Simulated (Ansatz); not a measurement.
# ZnS2 (Pa-3): the LDA gap against the k mesh of the density

How far can the k mesh of the density be lowered for the gap of ZnS2 (Pa-3)?

Main program and level: Ansatz 0.2.0; DFT, LDA, plane waves, PAW.

The raw output is cut from this account; settings, times and results stay.

## 1. Set-up

The structure is cubic, space group Pa-3 (No. 205). The conventional cell has a = 5.945 Å, b = 5.945 Å, c = 5.945 Å, α = 90.00°, β = 90.00°, γ = 90.00°. Nearest to Zn lie 6 S at 2.52 Å. Nearest to S lie 1 S at 2.06 Å and 3 Zn at 2.52 Å. Farther neighbours, and contacts between anions beyond the nearest, are not listed.

As a file:

```cif
data_structure
_symmetry_space_group_name_H-M 'Pa-3'
_symmetry_Int_Tables_number 205
_cell_length_a 5.9454
_cell_length_b 5.9454
_cell_length_c 5.9454
_cell_angle_alpha 90.000
_cell_angle_beta 90.000
_cell_angle_gamma 90.000
_cell_volume 210.16
loop_
_atom_site_label
_atom_site_type_symbol
_atom_site_symmetry_multiplicity
_atom_site_Wyckoff_symbol
_atom_site_fract_x
_atom_site_fract_y
_atom_site_fract_z
_atom_site_occupancy
Zn1 Zn 4 a 0.50000 0.50000 0.00000 1
S1 S 8 c 0.10025 0.89975 0.39975 1
```

The cell and positions are those that the Materials Project relaxed with its own functionals (PBE, PBE+U or r2SCAN), kept fixed. The default PAW set here is soft_2. Its files were made with PBE.

## 2. k mesh of the density: 2×2×2

input.yaml reads:

```yaml
crystal:
  lattice:
    - [5.94543046, 0.0, 0.0]
    - [0.0, 5.94543046, 0.0]
    - [0.0, 0.0, 5.94543046]
  atoms:
    - { symbol: Zn, position: [0.5, 0.5, 0.0] }
    - { symbol: Zn, position: [0.5, 0.0, 0.5] }
    - { symbol: Zn, position: [0.0, 0.5, 0.5] }
    - { symbol: Zn, position: [0.0, 0.0, 0.0] }
    - { symbol: S, position: [0.10024639, 0.89975361, 0.39975361] }
    - { symbol: S, position: [0.89975361, 0.39975361, 0.10024639] }
    - { symbol: S, position: [0.39975361, 0.10024639, 0.89975361] }
    - { symbol: S, position: [0.60024639, 0.60024639, 0.60024639] }
    - { symbol: S, position: [0.89975361, 0.10024639, 0.60024639] }
    - { symbol: S, position: [0.10024639, 0.60024639, 0.89975361] }
    - { symbol: S, position: [0.60024639, 0.89975361, 0.10024639] }
    - { symbol: S, position: [0.39975361, 0.39975361, 0.39975361] }
kpoints:
  mp_grid: { grid: [2, 2, 2] }
  band_path:
    path:
      - [0.0, 0.0, 0.0]
      - [0.0, 0.5, 0.0]
      - [0.5, 0.5, 0.0]
      - [0.5, 0.5, 0.5]
      - [0.5, 0.0, 0.0]
      - [0.2, 0.2, 0.2]
    npoints: 1
hamiltonian:
  xc: lda
scf:
  occupations: { method: fixed }
  n_extra_bands: 8
output:
  eigenvalues: true
  forces: true
  stress: true
  write_density: true
  write_potential: true
  elf: true
  volumetric_format: npy
```

Launch:

```sh
> ansatz run input.yaml --threads 4 --pin off --max-ram 18432MiB --backend cpu --events-out ev --progress --plain --runs-dir out
```

Run time: 1.6 s. Hardware: 4 threads of Arm Neoverse V1, shared host; peak memory 0.51 GiB.

This step gave:

- pressure: -4.228 GPa
- gap: 1.259 eV
- valence top at: Γ
- conduction bottom at: k = (0.200, 0.200, 0.200)
- least direct gap: 1.635 eV

The gap is indirect, with the least direct gap 0.38 eV higher.

## 3. k mesh of the density: 4×4×4 (the default)

Changes to input.yaml since step 2:

```diff
@@ -19,12 +19,8 @@
 kpoints:
-  mp_grid: { grid: [2, 2, 2] }
+  mp_grid: { grid: [4, 4, 4] }
   band_path:
     path:
-      - [0.0, 0.0, 0.0]
-      - [0.0, 0.5, 0.0]
-      - [0.5, 0.5, 0.0]
-      - [0.5, 0.5, 0.5]
-      - [0.5, 0.0, 0.0]
-      - [0.2, 0.2, 0.2]
-    npoints: 1
+      - [[0.0, 0.0, 0.0], [0.0, 0.5, 0.0], [0.5, 0.5, 0.0], [0.0, 0.0, 0.0], [0.5, 0.5, 0.5], [0.0, 0.5, 0.0]]
+      - [[0.5, 0.5, 0.5], [0.5, 0.5, 0.0], [0.5, 0.0, 0.0]]
+    npoints: 10
 hamiltonian:
@@ -32,3 +28,3 @@
 scf:
-  occupations: { method: fixed }
+  occupations: { method: fermi_dirac, width: 0.02 }
   n_extra_bands: 8
```

The job ended after 8.5 s (4 threads; peak memory 0.81 GiB; 33 s of CPU time).

Numbers from this step:

| Property | Result |
| --- | --- |
| pressure | -4.372 GPa |
| gap | 1.263 eV |
| valence top at | Γ |
| conduction bottom at | k = (0.200, 0.200, 0.200) |
| least direct gap | 1.639 eV |

The gap is 1.263 eV, +0.004 eV from the run before at this level.

## 4. k mesh of the density: 6×6×6

input.yaml, the sections that differ from step 3:

```yaml
kpoints:
  mp_grid: { grid: [6, 6, 6] }
  band_path:
    path:
      - [0.0, 0.0, 0.0]
      - [0.0, 0.5, 0.0]
      - [0.5, 0.5, 0.0]
      - [0.5, 0.5, 0.5]
      - [0.5, 0.0, 0.0]
      - [0.2, 0.2, 0.2]
    npoints: 1
scf:
  occupations: { method: fixed }
  n_extra_bands: 8
output:
  eigenvalues: true
  forces: true
  stress: true
# crystal, hamiltonian: as in step 3
```

It took 6.5 s on 4 threads; peak memory 0.69 GiB.

This step gave:

```yaml
pressure: -4.373 GPa
gap: 1.263 eV
valence_top_at: Γ
conduction_bottom_at: k = (0.200, 0.200, 0.200)
least_direct_gap: 1.639 eV
```

The gap is 1.263 eV, as in the run before at this level.

## 5. The series

Differences are against the last row; a negative gap means that bands overlap, and a run with a band path holds that path's time. Times are wall times on 4 threads of Arm Neoverse V1, shared host, good to a factor of about two.

```tsv
k mesh of the density	gap (eV)	direct gap (eV)	gap error (eV)	energy error (meV/atom)	irreducible k	time
2×2×2	1.259	1.635	−0.004	+8.5	4	1.6 s
4×4×4	1.263	1.639	+0.0002	−0.2	11	8.5 s
6×6×6	1.263	1.639	+0.000	+0.0	24	6.5 s
```

## 6. Outcome

```yaml
2x2x2: 1.259 eV
4x4x4: 1.263 eV
6x6x6: 1.263 eV
```

**Reading.** The gap holds to 0.02 eV from 2×2×2 on, the cheapest setting tried. At 2×2×2 the gap is off by −0.004 eV and the energy by +9 meV/atom. The gap is read over the mesh and added points near the edges, so meshes differ mainly through the density and, for a hybrid, the exchange operator.

[Long decimals in the printed logs are rounded to 6 places.]

[Logs are printed without paths, hosts, clocks, repeated set-up lines and the standing remarks that a program may print on its own settings, such as how far it seeks lower states.]

[Paths, hosts, dates, memory and timing lines, banners, echoed tables and standing remarks are left out of the program output; an Ansatz launch command may be rebuilt from the run's recorded settings. Measured values are a selection of at most five: reports struck by readers or far from the other reports are left out. None is set beside runs whose start may be inverted or whose files or cutoffs have a known fault.]

[Runs of the session that timed out or met a known fault of the program may be left out.]

[Cells called generated may have been cut or substituted from an entry of the Crystallography Open Database or the Materials Project.]

[Hosts, paths, dates, database ids (printed as entryN), source tags and the programs' standing remarks are cut or masked in the printed files.]

[Where the starting crystal was built by hand or by swapping elements, it need not be the compound's stable phase.]
